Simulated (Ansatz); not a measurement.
## BiTe (Fm-3m): from the cell to its phonons

Wanted: phonon frequencies of BiTe (Fm-3m) and what follows from them.

Calculated with Ansatz 0.2.0; DFT PBEsol, scalar-relativistic, plane waves, PAW; PAW set soft_1.

Most raw output is cut from this account.

## 1. The structure

It takes space group Fm-3m (No. 225, cubic). The conventional cell has a = 6.470 Å, b = 6.470 Å, c = 6.470 Å, α = 90.00°, β = 90.00°, γ = 90.00°. Nearest to Bi lie 6 Te at 3.23 Å. Nearest to Te lie 6 Bi at 3.23 Å. Farther neighbours and most contacts between anions are not listed.

## 2. Bringing the structure to rest

The cell and atoms are relaxed, since residual forces and stress would shift the frequencies.

Input file input.yaml:

```yaml
crystal:
  lattice:
    - [0.0, 3.235, 3.235]
    - [3.235, 0.0, 3.235]
    - [3.235, 3.235, 0.0]
  atoms:
    - { symbol: Bi, position: [0.0, 0.0, 0.0] }
    - { symbol: Te, position: [0.5, 0.5, 0.5] }
kpoints:
  mp_grid: { grid: [12, 12, 12] }
hamiltonian:
  xc: pbesol
  pseudopotentials: { kind: paw, azcp: { folder: soft_1 }, xc_functional: pbe }
scf:
  occupations: { method: gaussian, width: 0.1 }
output:
  forces: true
  stress: true
  eigenvalues: true
relax:
  adjacent_minimum: "off"
  f_tol: 0.005
  max_steps: 80
  cell: { stress_tol: 0.05 }
```

Launch:

```bash
ansatz run input.yaml --threads 4 --pin off --max-ram 10240MiB --backend cpu --events-out ev --progress --plain --runs-dir out
```

The job ended after 7.5 s (4 threads of Arm Neoverse V1, shared host; peak memory 0.42 GiB; 28 s of CPU time).

Step by step:

```tsv
step	energy less that of the first step (eV)	largest force component (eV/Å)	pressure (GPa)	volume (Å³)
1	0.0000	0.0000	-1.74	67.71
2	-0.0101	0.0000	0.99	64.24
3	-0.0134	0.0000	-0.06	65.46
4	-0.0134	0.0000	0.00	65.38
5*	-0.0131	0.0000	0.00	65.38
```

Relaxation steps marked * repeat the geometry before them on a plane-wave basis chosen anew for their cell, so energy and pressure can jump there.

Forces are held to the 48 operations that the run works with; a distortion that breaks them can't arise in this run.

```tsv
conventional cell, symmetrised	before	after	change
a (Å)	6.470	6.395	-1.2 %
b (Å)	6.470	6.395	-1.2 %
c (Å)	6.470	6.395	-1.2 %
volume (Å³/atom)	33.86	32.69	-3.4 %
```

Final coordinates:

```cif
data_structure
_symmetry_space_group_name_H-M 'P 1'
_symmetry_Int_Tables_number 1
_cell_length_a 4.5220
_cell_length_b 4.5220
_cell_length_c 4.5220
_cell_angle_alpha 60.000
_cell_angle_beta 60.000
_cell_angle_gamma 60.000
_cell_volume 65.38
loop_
_atom_site_label
_atom_site_type_symbol
_atom_site_fract_x
_atom_site_fract_y
_atom_site_fract_z
_atom_site_occupancy
Bi1 Bi 0.00000 0.00000 0.00000 1
Te2 Te 0.50000 0.50000 0.50000 1
```

Numbers from this step:

| Quantity | Value |
| --- | --- |
| pressure | -0.002545 GPa |
| volume per atom | 32.69 Å³ |
| gap on the k-mesh | 0 eV |

In this step the volume went from 33.86 to 32.69 Å³/atom.

## 3. Relaxing to small forces for the phonons

Phonons need a cell at rest on their own settings, so the relaxation is repeated with tight tolerances on forces and stress, using the mesh and the filling of the phonon run that follows.

input.yaml, the sections that differ from step 2:

```yaml
crystal:
  lattice:
    - [0.0, 3.197515905, 3.197515905]
    - [3.197515905, 0.0, 3.197515905]
    - [3.197515905, 3.197515905, 0.0]
  atoms:
    - { symbol: Bi, position: [0.0, 0.0, 0.0] }
    - { symbol: Te, position: [0.5, 0.5, 0.5] }
scf:
  occupations: { method: methfessel_paxton, width: 0.2 }
relax:
  adjacent_minimum: "off"
  f_tol: 0.001
  max_steps: 60
  cell: { stress_tol: 0.01 }
# kpoints, hamiltonian, output: as in step 2
```

Wall time 4.8 s (4 threads); peak memory 0.42 GiB; 18 s of CPU time.

Little changed from the start: no atom moved by 0.005 Å and no cell edge by 0.1 %.

Numbers from this step:

- pressure: 0.006200 GPa
- volume per atom: 32.68 Å³

The forces vanish by symmetry and the pressure is 0.006 GPa, within the tolerances set. The cell now holds 32.68 Å³/atom.

## 4. Modes at Γ

The zone centre comes first: it holds the modes that light can see, as far as symmetry allows. No field response is asked, since the mesh shows no gap.

input.yaml, the sections that differ from step 3:

```yaml
crystal:
  lattice:
    - [0.0, 3.1971893407, 3.1971893407]
    - [3.1971893407, 0.0, 3.1971893407]
    - [3.1971893407, 3.1971893407, 0.0]
  atoms:
    - { symbol: Bi, position: [0.0, 0.0, 0.0] }
    - { symbol: Te, position: [0.5, 0.5, 0.5] }
output:
  eigenvalues: true
phonons:
  method: dfpt
# kpoints, hamiltonian, scf: as in step 3
# relax: removed
```

It took 16 s on 4 threads; peak memory 0.85 GiB.

Numbers from this step:

```
sum-rule residual before enforcement                    : 4.40e-5 eV/Å²
point group                                             : m-3m
highest optical mode at the zone centre (no LO-TO term) : 98.53 cm⁻¹
lowest optical zone-centre mode                         : 98.53 cm⁻¹
```

Patterns of degenerate modes are one choice out of their space. Modes at Γ, with each element's share of the kinetic energy:

```tsv
mode	frequency (cm⁻¹)	symmetry	Bi %	Te %
1	0.0	acoustic	62	38
2	0.0	acoustic	62	38
3	0.0	acoustic	62	38
4	98.5	T1u	38	62
5	98.5	T1u	38	62
6	98.5	T1u	38	62
```

Displacements in mode 4 (98.5 cm⁻¹), the largest set to 1:
```
Bi1  0.00  0.00 -0.61
Te2  0.00  0.00  1.00
```

Before it was imposed, the acoustic sum rule was missed by 4.4e-5 eV/Å². Small misses are needed for a sound result but don't prove that mesh and cutoff are converged. The lowest optical mode is real, 98.5 cm⁻¹.

## 5. Phonons on a q mesh

Stability and thermal properties need the whole zone. Linear response on a 4×4×4 q mesh gives force constants as far as a supercell of that size would.

Edit input.yaml of step 4 so:

```diff
@@ -19 +19,8 @@
   method: dfpt
+  qmesh: [4, 4, 4]
+  temperatures: { t_max: 1000, t_step: 50 }
+  qpath:
+    path:
+      - [[0.0, 0.0, 0.0], [0.5, 0.0, 0.5], [0.625, 0.25, 0.625]]
+      - [[0.375, 0.375, 0.75], [0.0, 0.0, 0.0], [0.5, 0.5, 0.5], [0.5, 0.25, 0.75], [0.5, 0.0, 0.5]]
+    npoints: 10
```

Wall time 8.1 min (4 threads); peak memory 4.8 GiB; 32 min of CPU time.

Numbers from this step:

```
sum-rule residual before enforcement                    : 5.82e-5 eV/Å²
lowest frequency on the path                            : -22.87 cm⁻¹
highest frequency on the path or at a solved wavevector : 111.4 cm⁻¹
lowest mode on the q mesh (acoustic modes at Γ apart)   : -22.87 cm⁻¹
```

Frequencies (cm⁻¹) solved at each irreducible wavevector; negative means imaginary. Frequencies by wavevector, by row:

```tsv
q in reciprocal lattice units	star	mode 1	mode 2	mode 3	mode 4	mode 5	mode 6
0 0 0	1	0	0	0	98.5	98.5	98.5
0 0 0.25	8	42.8	42.8	53.5	73.8	73.8	104
0 0 -0.5	4	66.4	66.4	89	93.6	93.6	111.4
0 0.25 0.25	6	11.2	11.2	73.2	89.1	89.1	99.8
0 0.25 -0.5	24	48.7	51.4	59.8	77.7	81.2	94.7
0 0.25 -0.25	12	12.1	65.5	72.4	81.8	91.5	103.7
0 -0.5 -0.5	3	-22.9	-22.9	31.3	65.6	65.6	72.2
0.25 -0.5 -0.25	6	25.8	25.8	71.8	71.8	75.4	96.4
```

Interpolated from a 4×4×4 q mesh. Phonon branches along the path, in cm⁻¹:

```tsv
point	branch 1	branch 2	branch 3	branch 4	branch 5	branch 6
Γ	0	0	0	98	98	98
halfway	11	11	73	89	89	100
X	-23	-23	31	66	66	72
halfway	24	28	30	65	70	72
U	22	54	60	71	73	84
jump to K	22	54	60	71	73	84
halfway	-10	58	72	74	83	104
Γ	0	0	0	98	98	98
halfway	43	43	54	74	74	104
L	66	66	89	94	94	111
halfway	54	56	70	83	84	104
W	26	26	72	72	75	96
halfway	-7	28	56	64	73	77
X	-23	-23	31	66	66	72
```

Tetrahedra on a 20×20×20 mesh, mean over bins of 2 cm-1. Interpolated from a 4×4×4 q mesh. The phonon density of states by wavenumber; read off at these points:

```tsv
wavenumber (cm⁻¹)	phonon density of states (1/cm⁻¹/cell)
-23.0	1.0e-5
-19.0	0.00111
-15.0	0.00156
-13.0	0.00402
-9.0	0.00627
-5.0	0.00642
-1.0	0.00708
3.0	0.00898
5.0	0.0100
9.0	0.0136
13.0	0.0172
17.0	0.0201
21.0	0.0255
25.0	0.0320
27.0	0.0334
31.0	0.0329
35.0	0.0323
39.0	0.0329
43.0	0.0345
45.0	0.0361
49.0	0.0405
53.0	0.0468
57.0	0.0565
61.0	0.0725
63.0	0.0822
67.0	0.0632
71.0	0.132
73.0	0.154
75.0	0.115
77.0	0.130
79.0	0.125
83.0	0.105
85.0	0.115
89.0	0.0765
93.0	0.0369
97.0	0.0333
101.0	0.0736
103.0	0.0927
107.0	0.0340
111.0	0.00468
```

The partial phonon density of states has structure finer than the step of the table below, so its rows give means over 5 cm⁻¹, whole bins alone (the curve runs from -31.3 to 124 cm⁻¹). Peaks (cm⁻¹: height): Bi 72.6: 0.0860; Te 29.5: 0.0206, 85.3: 0.0685, 102.9: 0.0660.

Phonopy on the run's constants, 15x15x15 mesh, Gaussian sigma 2.0 cm-1. Interpolated from a 4×4×4 q mesh. The partial phonon density of states by wavenumber; means over each step; values in 1/cm⁻¹/cell:

```tsv
wavenumber (cm⁻¹)	Bi	Te
-25	5.3e-5	1.6e-4
-20	4.4e-4	0.00109
-15	0.00187	0.00240
-10	0.00321	0.00345
-5	0.00239	0.00262
0	0.00238	0.00242
5	0.00495	0.00524
10	0.00685	0.00745
15	0.0105	0.0114
20	0.00974	0.0112
25	0.0141	0.0159
30	0.0181	0.0193
35	0.0147	0.0137
40	0.0198	0.0141
45	0.0225	0.0128
50	0.0310	0.0113
55	0.0422	0.00923
60	0.0606	0.00706
65	0.0646	0.0132
70	0.0736	0.0363
75	0.0746	0.0569
80	0.0551	0.0622
85	0.0344	0.0674
90	0.0134	0.0587
95	0.00387	0.0339
100	0.00732	0.0529
105	0.00657	0.0521
110	0.00109	0.0148
115	2.7e-5	8.0e-4
120	0	1.4e-6
```

Second derivatives of the energy by pair, one row for each kind of neighbour of each atom listed. Each entry sums the pair over the periodic images of the supercell that the q mesh stands for, and in a polar crystal it holds the long-range dipole part too. Force constants by pair, by row:

```tsv
atom	neighbour	distance (Å)	third of the trace (eV/Å²)	along the pair's line (eV/Å²)
Bi1	itself	0	3.206	–
Bi1	Te	3.197	-0.3638	-0.8021
Bi1	Bi	4.522	-0.0057	-0.2665
Bi1	Te	5.538	-0.0321	-0.0065
Bi1	Bi	6.394	-0.123	-0.3914
Bi1	Te	7.149	-0.0052	0.0287
Te2	itself	0	2.886	–
Te2	Bi	3.197	-0.3638	-0.8021
Te2	Te	4.522	0.0456	-0.1485
Te2	Bi	5.538	-0.0321	-0.0065
Te2	Te	6.394	-0.2722	-0.8075
Te2	Bi	7.149	-0.0052	0.0287
```

Symmetry leaves 8 wavevectors to solve. The lowest mode among them, the acoustic zeros apart, lies at q = (0, -0.5, -0.5) and is imaginary, 22.9i cm⁻¹, so the energy falls along it.

## 6. Another isotope

An isotope changes the mass and not the force constants, so no new electronic calculation is needed; the shifts show which modes move this element.

The same force constants with the mass of Te changed from 127.600 to 129.906 u (phonopy, no LO-TO term). Both lists are sorted by frequency; levels can cross, so a row need not hold one and the same mode. Modes under 3 cm⁻¹ are left out. Isotope shifts, by row:

```tsv
q	rank	natural mass (cm⁻¹)	changed mass (cm⁻¹)
0 0 0	4	98.53	97.98
0 0 0	5	98.53	97.98
0 0 0	6	98.53	97.98
0 0 0.25	1	42.84	42.74
0 0 0.25	2	42.84	42.74
0 0 0.25	3	53.51	53.36
0 0 0.25	4	73.79	73.32
0 0 0.25	5	73.79	73.32
0 0 0.25	6	104	103.3
0 0 -0.5	1	66.44	66.44
0 0 -0.5	2	66.44	66.44
0 0 -0.5	3	88.98	88.98
0 0 -0.5	4	93.57	92.74
0 0 -0.5	5	93.57	92.74
0 0 -0.5	6	111.4	110.4
0 0.25 0.25	1	11.19	11.14
0 0.25 0.25	2	11.19	11.14
0 0.25 0.25	3	73.22	73.18
0 0.25 0.25	4	89.11	88.68
0 0.25 0.25	5	89.11	88.68
0 0.25 0.25	6	99.85	99.02
```

A mode of this element alone would shift by -0.89 %. The highest zone-centre frequency without the field goes from 98.5 to 98.0 cm⁻¹ (-0.6 %). The product of the frequency ratios over all optical modes at Γ is 0.983; the product rule, (m/m′)^(3k/2) (M′/M)^(3/2) with k = 1 such atoms and M the mass of the cell, gives 0.984.

## 7. Results

```
space group after relaxation (within 0.01 Å)            : Fm-3m
volume per atom                                         : 32.7 Å³
electronic character                                    : no gap on this mesh
highest optical mode at the zone centre (no LO-TO term) : 98.5 cm⁻¹
lowest optical zone-centre mode                         : 98.5 cm⁻¹
lowest mode on the q mesh (acoustic modes at Γ apart)   : -22.9 cm⁻¹
highest frequency on the path or at a solved wavevector : 111 cm⁻¹
imaginary modes on the 4×4×4 q mesh                     : yes
```

In words: Modes are clearly imaginary (beyond 10i cm⁻¹) at 1 of the 8 irreducible wavevectors, most at q = (0, -0.5, -0.5) (22.9i cm⁻¹), so this structure is not a minimum of the energy. The optical modes at Γ form one degenerate level at 99 cm⁻¹. With no gap, or one that is small against the smearing, the frequencies hang on the k mesh and the smearing, most of all near Kohn anomalies. The phonon runs are without spin polarisation, although the cell has an odd electron count. Spin-orbit coupling is left out, which can matter for the heavy elements here. The PAW files were made for PBE and serve the other functionals too. A phonon run warned that its eigensolver left some bands unconverged in a pass. These are harmonic frequencies at zero temperature: anharmonic shifts, linewidths and thermal expansion are left out.

[Logs are printed without paths, hosts, clocks, repeated set-up lines and the standing remarks that a program may print on its own settings, such as how far it seeks lower states.]

[Hosts, paths, dates, database ids (printed as entryN), source tags and the programs' standing remarks are cut or masked in the printed files.]
